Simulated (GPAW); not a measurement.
# How the plane-wave cutoff moves the magnetism of zigzag Ir chain, bond 3.025 A

Two starts of zigzag Ir chain, bond 3.025 A are run at each rung of the plane-wave cutoff. Which rung is enough?

Method: LDA; plane waves with GPAW's PAW setups, scalar-relativistic, in GPAW 26.7.0.

**1. Starting point**

The cell holds 2 atoms: 2 Ir. Its edges and angles: a = 12.000 Å, b = 12.000 Å, c = 3.630 Å, α = 90.0°, β = 90.0°, γ = 90.0°. model lattice. Vacuum lies along a and b. The structure's axis is c.

Structure file:

```
Ir
1.0
    12.00000    0.00000    0.00000
     0.00000   12.00000    0.00000
     0.00000    0.00000    3.63000
Ir
2
Direct
  0.39917 0.50000 0.00000
  0.60083 0.50000 0.50000
```

**2. Rung 1 (250 eV), start ferro ++**

The ladder starts at a low cutoff and climbs, to see from where on the results stand still.

The input, order1.py:

```python
import json
import numpy as np
from ase import Atoms
from ase.parallel import paropen, parprint
from gpaw import GPAW

atoms = Atoms(['Ir', 'Ir'],
    cell=[[12.0, 0.0, 0.0],
         [0.0, 12.0, 0.0],
         [0.0, 0.0, 3.63]],
    scaled_positions=[[0.39916667, 0.5, 0.0],
         [0.60083333, 0.5, 0.5]],
    pbc=True,
    magmoms=[1.0, 1.0])
atoms.calc = GPAW(mode={'name': 'pw', 'ecut': 250},
    xc='LDA',
    kpts={'size': (1, 1, 8), 'gamma': True},
    occupations={'name': 'fermi-dirac', 'width': 0.05},
    convergence={'density': 1e-05, 'energy': 1e-05},
    maxiter=200,
    txt='order1.txt')
e = atoms.get_potential_energy(force_consistent=True)
res = {'free_energy': e, 'energy_sigma0': atoms.get_potential_energy(), 'fermi_energy': atoms.calc.get_fermi_level()}
res['moments'] = atoms.get_magnetic_moments().tolist()
res['total'] = atoms.get_magnetic_moment()
parprint('site moments (muB):', np.round(res['moments'], 3))
parprint(f"total moment: {res['total']:.3f} muB")
parprint(f'free energy: {e:.6f} eV')
atoms.calc.write('order1.gpw')
with paropen('results.json', 'w') as f:
    json.dump(res, f)
```

Launch:

```console
OMP_NUM_THREADS=1 python3 order1.py > order1.log
```

Log:

```text
site moments (muB): [1.866 1.866]
total moment: 4.480 muB
free energy: -7.832431 eV

--- order1.txt ---
Input parameters:
  mode=PW(ecut=250),
  convergence={'density': 1e-05, 'energy': 1e-05},
  kpts=MonkhorstPack(size=(1, 1, 8), gamma=True),
  maxiter=200,
  occupations=Occupations(name='fermi-dirac', width=0.05),
  xc=XC(name='LDA')

Diagonalizing LCAO Hamiltonian
Converting LCAO to pw mode
        .----------------------------.
       /|                            |
      / |                            |
     /  |                            |
    /   .----------------------------.
   /   /              Ir            /
  /   /                            /
 *   /                            /
 |  /           Ir               /
 | /                            /
 |/                            /
 *----------------------------*

Atoms  # Å, Bohr magnetons
|   | symbol |        x |        y |        z |    initial magnetic moments |
|---|--------|----------|----------|----------|-----------------------------|
| 0 |     Ir | 4.790000 | 6.000000 | 0.000000 | ( 0.0000,  0.0000,  1.0000) |
| 1 |     Ir | 7.210000 | 6.000000 | 1.815000 | ( 0.0000,  0.0000,  1.0000) |

Unit cell  # Å
| periodic |         x |         y |        z |   lengths |    angles |
|----------|-----------|-----------|----------|-----------|-----------|
|      yes | 12.000000 |  0.000000 | 0.000000 | 12.000000 | 90.000000 |
|      yes |  0.000000 | 12.000000 | 0.000000 | 12.000000 | 90.000000 |
|      yes |  0.000000 |  0.000000 | 3.630000 |  3.630000 | 90.000000 |

Number of symmetries: 4

BZ-sampling:
  Number of BZ points: 8
  Number of IBZ points: 5

  Monkhorst-Pack size: [1, 1, 8]
  Monkhorst-Pack shift: [0.0, 0.0, 0.0625]

Plane wave coefficients: 4729
Cutoff: 250.0 eV

Spin-components: 2 (collinear spins)
Bands:           24
Projectors:      12
Spin-degeneracy: 1
Datatype:        complex128

Parallelization:
  kpt:    1
  domain: 1
  band:   1

Density:
  Valence electrons: 30.0
  Components: 2
  Grid points: [45 45 14]
  Charge: 0.0  # |e|

Potential:
  Grid points: [45 45 14]

[... setups left out ...]
Reference energy: -968424.475923  # eV

eigensolver:
  PPCG
  Converge bands: occupied
  niter=2

density mixing:
  MSR1-Mixer
  Pratt-step length: 0.05
  Maximum mixing coefficient: 0.75
  Old densities: 10
  SVD Regularization: 0.005
  Good broyden scale: 1.0
  Trust region scale: 1.0
  Backstep threshold: 4.0
  History deletion threshold: 6.0
  Fourier metric: weight=20.0, sigma=0.015

occupation numbers:
  Fermi-Dirac:
    width: 0.0500  # eV

poisson solver:
  ecut: 2000.0  # eV

xc functional:
  name: None

convergence criteria:
- Maximum integral of absolute [dens]ity change: 1e-05 electrons / valence electron
- Maximum [total energy] change in last 3 cyles: 1e-05 eV / valence electron
- Maximum integral of absolute [eigenst]ate change: 4e-08 eV^2 / valence electron
maximum number of iterations: 200

SCF iterations
|iter     |      energy | eigst |  dens |  magmom |
|---------|-------------|-------|-------|---------|
|iter:   1|       0s |   -8.304453 | -0.78 |       |  +2.0014|
|iter:   2|       1s |   -8.062335 | -2.13 | -1.00 |  +2.0151|
|iter:   3|       1s |   -7.627740 | -0.96 | -1.04 |  +2.6633|
|iter:   4|       2s |   -7.707632 | -2.42 | -1.19 |  +3.2885|
|iter:   5|       2s |   -7.783968 | -2.52 | -1.45 |  +4.0135|
|iter:   6|       3s |   -7.795067 | -2.96 | -1.65 |  +4.3813|
|iter:   7|       4s |   -7.796149 | -4.02 | -2.20 |  +4.4629|
|iter:   8|       4s |   -7.796831 | -4.50 | -2.48 |  +4.4707|
|iter:   9|       5s |   -7.797041 | -5.05 | -2.95 |  +4.4891|
|iter:  10|       6s |   -7.796923c| -5.60 | -2.48 |  +4.4890|
|iter:  11|       6s |   -7.797002c| -5.95 | -3.16 |  +4.4798|
|iter:  12|       7s |   -7.796997c| -6.63 | -3.94 |  +4.4804|
|iter:  13|       8s |   -7.796998c| -7.13 | -4.47 |  +4.4803|
|iter:  14|       8s |   -7.796997c| -7.46c| -5.01c|  +4.4804|

Converged in 14 steps
Energy contributions relative to reference atoms: (reference = -968424.475923)

Energy contributions:
  Kinetic:         -16.837982
  Coulomb:          15.808966
  Zero:              0.658425
  External:          0.000000
  Xc:               -7.390972
  Entropy:          -0.070868
  Spinorbit:         0.000000
  ----------------------------
  Free energy:      -7.832431
  Extrapolated:     -7.796997

dipole moment: (0.000005, 0.000007, -12.978736)  # |e|*Ang

Total magnetic moment: (0.000000, 0.000000, 4.480390)

Local magnetic moments
|        x |        y |        z |
|----------|----------|----------|
| 0.000000 | 0.000000 | 1.865743 |  # Ir   0
| 0.000000 | 0.000000 | 1.865742 |  # Ir   1

Fermi level: -4.397
Eigenvalues  # (at kpt = [0.000, 0.000, 0.000])
| band index |      eig [eV] | occ [0-1] |      eig [eV] | occ [0-1] |
|------------|---------------|-----------|---------------|-----------|
|          0 |       -53.144 |     1.000 |       -52.047 |     1.000 |
|        ... |               |           |               |           |
|          8 |        -6.471 |     1.000 |        -5.418 |     1.000 |
|          9 |        -6.336 |     1.000 |        -5.188 |     1.000 |
|         10 |        -5.876 |     1.000 |        -4.859 |     1.000 |
|         11 |        -5.644 |     1.000 |        -4.488 |     0.861 |
|         12 |        -5.582 |     1.000 |        -4.469 |     0.808 |
|         13 |        -5.522 |     1.000 |        -4.359 |     0.320 |
|         14 |        -5.463 |     1.000 |        -4.233 |     0.036 |
|         15 |        -5.253 |     1.000 |        -4.036 |     0.001 |
|         16 |        -4.775 |     0.999 |        -3.816 |     0.000 |
|         17 |        -4.772 |     0.999 |        -3.558 |     0.000 |
|         18 |        -1.701 |     0.000 |        -1.361 |     0.000 |
|         19 |        -1.296 |     0.000 |        -0.843 |     0.000 |
|         20 |         0.446 |     0.000 |         0.792 |     0.000 |
|         21 |         0.923 |     0.000 |         0.998 |     0.000 |
|         22 |         1.655 |     0.000 |         1.745 |     0.000 |
|         23 |         1.706 |     0.000 |         1.839 |     0.000 |

No gap
No difference between direct/indirect transitions
```

Run time: 11 s. Hardware: 1 MPI rank of AMD EPYC 9R45, shared host; peak memory 0.21 GiB.

Numbers from this step:

| Property | Result |
| --- | --- |
| magnetization | 4.480 μB |
| final state | ferromagnetic |
| largest moment | 1.866 μB |

After 14 cycles the largest moment stands at 1.87 μB.

**3. Rung 1 (250 eV), start antiferro +-**

The second start gives the energy difference between the two end states, the quantity that is followed up the ladder.

order2.py is the script of step 2 with these lines changed:

```diff
@@ -13,3 +13,3 @@
     pbc=True,
-    magmoms=[1.0, 1.0])
+    magmoms=[1.0, -1.0])
 atoms.calc = GPAW(mode={'name': 'pw', 'ecut': 250},
@@ -20,3 +20,3 @@
     maxiter=200,
-    txt='order1.txt')
+    txt='order2.txt')
 e = atoms.get_potential_energy(force_consistent=True)
@@ -28,3 +28,3 @@
 parprint(f'free energy: {e:.6f} eV')
-atoms.calc.write('order1.gpw')
+atoms.calc.write('order2.gpw')
 with paropen('results.json', 'w') as f:
```

Launch:

```console
OMP_NUM_THREADS=1 python3 order2.py > order2.log
```

Log:

```text
site moments (muB): [ 1.091 -1.09 ]
total moment: 0.000 muB
free energy: -7.332051 eV

--- order2.txt ---
Input parameters:
  mode=PW(ecut=250),
  convergence={'density': 1e-05, 'energy': 1e-05},
  kpts=MonkhorstPack(size=(1, 1, 8), gamma=True),
  maxiter=200,
  occupations=Occupations(name='fermi-dirac', width=0.05),
  xc=XC(name='LDA')

Diagonalizing LCAO Hamiltonian
Converting LCAO to pw mode
        .----------------------------.
       /|                            |
      / |                            |
     /  |                            |
    /   .----------------------------.
   /   /              Ir            /
  /   /                            /
 *   /                            /
 |  /           Ir               /
 | /                            /
 |/                            /
 *----------------------------*

Atoms  # Å, Bohr magnetons
|   | symbol |        x |        y |        z |    initial magnetic moments |
|---|--------|----------|----------|----------|-----------------------------|
| 0 |     Ir | 4.790000 | 6.000000 | 0.000000 | ( 0.0000,  0.0000,  1.0000) |
| 1 |     Ir | 7.210000 | 6.000000 | 1.815000 | ( 0.0000,  0.0000, -1.0000) |

Number of symmetries: 4

BZ-sampling:
  Number of BZ points: 8
  Number of IBZ points: 5

  Monkhorst-Pack size: [1, 1, 8]
  Monkhorst-Pack shift: [0.0, 0.0, 0.0625]

Plane wave coefficients: 4729
Cutoff: 250.0 eV

Spin-components: 2 (collinear spins)
Bands:           22
Projectors:      12
Spin-degeneracy: 1
Datatype:        complex128

Parallelization:
  kpt:    1
  domain: 1
  band:   1

Density:
  Valence electrons: 30.0
  Components: 2
[...]
|iter:  21|      11s |   -7.246968c| -8.22c| -5.11c|  +0.0001|

Converged in 21 steps
Energy contributions relative to reference atoms: (reference = -968424.475923)

Energy contributions:
  Kinetic:         -18.066111
  Coulomb:          17.481991
  Zero:              0.656383
  External:          0.000000
  Xc:               -7.234149
  Entropy:          -0.170165
  Spinorbit:         0.000000
  ----------------------------
  Free energy:      -7.332051
  Extrapolated:     -7.246968

dipole moment: (0.000003, 0.000007, -12.933132)  # |e|*Ang

Total magnetic moment: (0.000000, 0.000000, 0.000127)

Local magnetic moments
|        x |        y |         z |
|----------|----------|-----------|
| 0.000000 | 0.000000 |  1.090609 |  # Ir   0
| 0.000000 | 0.000000 | -1.090497 |  # Ir   1

Fermi level: -4.373
Eigenvalues  # (at kpt = [0.000, 0.000, 0.000])
| band index |      eig [eV] | occ [0-1] |      eig [eV] | occ [0-1] |
|------------|---------------|-----------|---------------|-----------|
|          0 |       -52.617 |     1.000 |       -52.617 |     1.000 |
|        ... |               |           |               |           |
|          7 |        -6.574 |     1.000 |        -6.574 |     1.000 |
|          8 |        -5.895 |     1.000 |        -5.895 |     1.000 |
|          9 |        -5.583 |     1.000 |        -5.583 |     1.000 |
|         10 |        -5.379 |     1.000 |        -5.379 |     1.000 |
[...]
|         18 |        -1.450 |     0.000 |        -1.450 |     0.000 |
|         19 |        -1.036 |     0.000 |        -1.035 |     0.000 |
|         20 |         0.691 |     0.000 |         0.691 |     0.000 |
|         21 |         0.970 |     0.000 |         0.970 |     0.000 |

Gap: 0.016 eV
Transition (v -> c):
  (s=1, k=3, n=14, [0.00, 0.00, 0.38]) -> (s=0, k=2, n=15, [0.00, 0.00, 0.25])
Direct/indirect transitions are different
Direct gap: 0.021 eV
Transition at: (s=1->0, k=2, n=14, [0.00, 0.00, 0.25])
```

It took 14 s on 1 MPI rank; peak memory 0.21 GiB.

Read from the output:

- magnetization: 0 μB
- final state: antiferromagnetic
- largest moment: 1.091 μB

This start lies +250.2 meV a seeded atom from the first; its largest moment is 1.09 μB.

**4. Rung 2 (325 eV), start ferro ++**

order1.py is the script of step 2 with these lines changed:

```diff
@@ -14,3 +14,3 @@
     magmoms=[1.0, 1.0])
-atoms.calc = GPAW(mode={'name': 'pw', 'ecut': 250},
+atoms.calc = GPAW(mode={'name': 'pw', 'ecut': 325},
     xc='LDA',
```

Launch:

```console
OMP_NUM_THREADS=1 python3 order1.py > order1.log
```

Log:

```text
site moments (muB): [1.874 1.874]
total moment: 4.470 muB
free energy: -8.503025 eV

--- order1.txt ---
Input parameters:
  mode=PW(ecut=325),
  convergence={'density': 1e-05, 'energy': 1e-05},
  kpts=MonkhorstPack(size=(1, 1, 8), gamma=True),
  maxiter=200,
  occupations=Occupations(name='fermi-dirac', width=0.05),
  xc=XC(name='LDA')

Diagonalizing LCAO Hamiltonian
Converting LCAO to pw mode
[...]
|         10 |        -5.873 |     1.000 |        -4.852 |     1.000 |
|         11 |        -5.640 |     1.000 |        -4.479 |     0.865 |
[...]
|         20 |         0.451 |     0.000 |         0.795 |     0.000 |
|         21 |         0.922 |     0.000 |         0.997 |     0.000 |
|         22 |         1.651 |     0.000 |         1.743 |     0.000 |
|         23 |         1.707 |     0.000 |         1.839 |     0.000 |

No gap
No difference between direct/indirect transitions


[key lines of the parts left out:]
Free energy:      -8.503025
Converged in 15 steps
dipole moment: (0.000003, 0.000007, -12.972049)  # |e|*Ang
Fermi level: -4.386
```

It took 14 s on 1 MPI rank; peak memory 0.25 GiB.

This step gave:

```yaml
magnetization: 4.470 μB
final_state: ferromagnetic
largest_moment: 1.874 μB
```

The largest moment moves by +0.01 μB from rung 1, at 1.3 times its CPU time.

**5. Rung 2 (325 eV), start antiferro +-**

order2.py is the script of step 3 with these lines changed:

```diff
@@ -14,3 +14,3 @@
     magmoms=[1.0, -1.0])
-atoms.calc = GPAW(mode={'name': 'pw', 'ecut': 250},
+atoms.calc = GPAW(mode={'name': 'pw', 'ecut': 325},
     xc='LDA',
```

Launch:

```console
OMP_NUM_THREADS=1 python3 order2.py > order2.log
```

Log:

```text
site moments (muB): [ 1.094 -1.094]
total moment: 0.000 muB
free energy: -8.008804 eV

--- order2.txt ---
Input parameters:
  mode=PW(ecut=325),
  convergence={'density': 1e-05, 'energy': 1e-05},
  kpts=MonkhorstPack(size=(1, 1, 8), gamma=True),
  maxiter=200,
  occupations=Occupations(name='fermi-dirac', width=0.05),
  xc=XC(name='LDA')

Diagonalizing LCAO Hamiltonian
Converting LCAO to pw mode
[...]
|         19 |        -1.018 |     0.000 |        -1.018 |     0.000 |
|         20 |         0.697 |     0.000 |         0.697 |     0.000 |
|         21 |         0.968 |     0.000 |         0.968 |     0.000 |

Gap: 0.017 eV
Transition (v -> c):
  (s=1, k=3, n=14, [0.00, 0.00, 0.38]) -> (s=0, k=2, n=15, [0.00, 0.00, 0.25])
Direct/indirect transitions are different
Direct gap: 0.018 eV
Transition at: (s=1->0, k=2, n=14, [0.00, 0.00, 0.25])


[key lines of the parts left out:]
Free energy:      -8.008804
Converged in 18 steps
dipole moment: (0.000013, 0.000007, -12.925856)  # |e|*Ang
Fermi level: -4.356
```

Wall time 15 s (1 MPI rank); peak memory 0.25 GiB.

This step gave:

- magnetization: 0 μB
- final state: antiferromagnetic
- largest moment: 1.094 μB

This start lies +247.1 meV a seeded atom from the first, a change of -3.1 meV since rung 1; its largest moment is 1.09 μB.

**6. Rung 3 (400 eV), start ferro ++**

order1.py is the script of step 4 with these lines changed:

```diff
@@ -14,3 +14,3 @@
     magmoms=[1.0, 1.0])
-atoms.calc = GPAW(mode={'name': 'pw', 'ecut': 325},
+atoms.calc = GPAW(mode={'name': 'pw', 'ecut': 400},
     xc='LDA',
```

Launch:

```console
OMP_NUM_THREADS=1 python3 order1.py > order1.log
```

Log:

```text
site moments (muB): [1.876 1.876]
total moment: 4.468 muB
free energy: -8.719137 eV

--- order1.txt ---
Input parameters:
  mode=PW(ecut=400),
  convergence={'density': 1e-05, 'energy': 1e-05},
  kpts=MonkhorstPack(size=(1, 1, 8), gamma=True),
  maxiter=200,
  occupations=Occupations(name='fermi-dirac', width=0.05),
  xc=XC(name='LDA')

Diagonalizing LCAO Hamiltonian
Converting LCAO to pw mode
[...]
|         10 |        -5.869 |     1.000 |        -4.849 |     1.000 |
|         11 |        -5.639 |     1.000 |        -4.476 |     0.863 |
[...]
|         20 |         0.452 |     0.000 |         0.795 |     0.000 |
|         21 |         0.931 |     0.000 |         1.007 |     0.000 |
|         22 |         1.657 |     0.000 |         1.749 |     0.000 |
|         23 |         1.714 |     0.000 |         1.847 |     0.000 |

No gap
No difference between direct/indirect transitions


[key lines of the parts left out:]
Free energy:      -8.719137
Converged in 15 steps
dipole moment: (0.000008, 0.000007, -12.967974)  # |e|*Ang
Fermi level: -4.384
```

Elapsed: 20 s, on 1 MPI rank; peak memory 0.31 GiB.

Read from the output:

- magnetization: 4.468 μB
- final state: ferromagnetic
- largest moment: 1.876 μB

The largest moment is that of rung 2, at 1.5 times its CPU time.

**7. Rung 3 (400 eV), start antiferro +-**

order2.py is the script of step 5 with these lines changed:

```diff
@@ -14,3 +14,3 @@
     magmoms=[1.0, -1.0])
-atoms.calc = GPAW(mode={'name': 'pw', 'ecut': 325},
+atoms.calc = GPAW(mode={'name': 'pw', 'ecut': 400},
     xc='LDA',
```

Launch:

```console
OMP_NUM_THREADS=1 python3 order2.py > order2.log
```

Log:

```text
site moments (muB): [ 1.097 -1.097]
total moment: -0.000 muB
free energy: -8.225612 eV

--- order2.txt ---
Input parameters:
  mode=PW(ecut=400),
  convergence={'density': 1e-05, 'energy': 1e-05},
  kpts=MonkhorstPack(size=(1, 1, 8), gamma=True),
  maxiter=200,
  occupations=Occupations(name='fermi-dirac', width=0.05),
  xc=XC(name='LDA')

Diagonalizing LCAO Hamiltonian
Converting LCAO to pw mode
[...]
|         19 |        -1.015 |     0.000 |        -1.015 |     0.000 |
|         20 |         0.698 |     0.000 |         0.698 |     0.000 |
|         21 |         0.978 |     0.000 |         0.978 |     0.000 |

Gap: 0.017 eV
Transition (v -> c):
  (s=0, k=3, n=14, [0.00, 0.00, 0.38]) -> (s=1, k=2, n=15, [0.00, 0.00, 0.25])
Direct/indirect transitions are different
Direct gap: 0.018 eV
Transition at: (s=0->1, k=2, n=14, [0.00, 0.00, 0.25])


[key lines of the parts left out:]
Free energy:      -8.225612
Converged in 19 steps
dipole moment: (0.000005, 0.000007, -12.921664)  # |e|*Ang
Fermi level: -4.353
```

It took 21 s on 1 MPI rank; peak memory 0.31 GiB.

Read from the output:

```yaml
magnetization: 0 μB
final_state: antiferromagnetic
largest_moment: 1.097 μB
```

This start lies +246.8 meV a seeded atom from the first, a change of -0.3 meV since rung 2; its largest moment is 1.10 μB.

**8. Rung 4 (500 eV), start ferro ++**

order1.py is the script of step 6 with these lines changed:

```diff
@@ -14,3 +14,3 @@
     magmoms=[1.0, 1.0])
-atoms.calc = GPAW(mode={'name': 'pw', 'ecut': 400},
+atoms.calc = GPAW(mode={'name': 'pw', 'ecut': 500},
     xc='LDA',
```

Launch:

```console
OMP_NUM_THREADS=1 python3 order1.py > order1.log
```

Log:

```text
site moments (muB): [1.876 1.876]
total moment: 4.469 muB
free energy: -8.786600 eV

--- order1.txt ---
Input parameters:
  mode=PW(ecut=500),
  convergence={'density': 1e-05, 'energy': 1e-05},
  kpts=MonkhorstPack(size=(1, 1, 8), gamma=True),
  maxiter=200,
  occupations=Occupations(name='fermi-dirac', width=0.05),
  xc=XC(name='LDA')

Diagonalizing LCAO Hamiltonian
Converting LCAO to pw mode
[...]
|         10 |        -5.869 |     1.000 |        -4.849 |     1.000 |
|         11 |        -5.639 |     1.000 |        -4.476 |     0.863 |
[...]
|         20 |         0.451 |     0.000 |         0.794 |     0.000 |
|         21 |         0.930 |     0.000 |         1.006 |     0.000 |
|         22 |         1.654 |     0.000 |         1.747 |     0.000 |
|         23 |         1.713 |     0.000 |         1.846 |     0.000 |

No gap
No difference between direct/indirect transitions


[key lines of the parts left out:]
Free energy:      -8.786600
Converged in 14 steps
dipole moment: (-0.000001, 0.000007, -12.970120)  # |e|*Ang
Fermi level: -4.384
```

It took 26 s on 1 MPI rank; peak memory 0.38 GiB.

This step gave:

- magnetization: 4.469 μB
- final state: ferromagnetic
- largest moment: 1.876 μB

The largest moment is that of rung 3, at 1.3 times its CPU time.

(Part 1 of 2 ends here.)

[Logs and program files are shortened in this print: banners, set-up blocks, solver, clock and traceback lines can be left out without a mark of their own.]

[Logs are printed without paths, hosts, clocks, repeated set-up lines and the standing remarks that a program may print on its own settings, such as how far it seeks lower states.]

[Hosts, paths, dates, database ids (printed as entryN), source tags and the programs' standing remarks are cut or masked in the printed files.]

[Where a cell is said to come from a database of computed structures, the database is the Materials Project.]
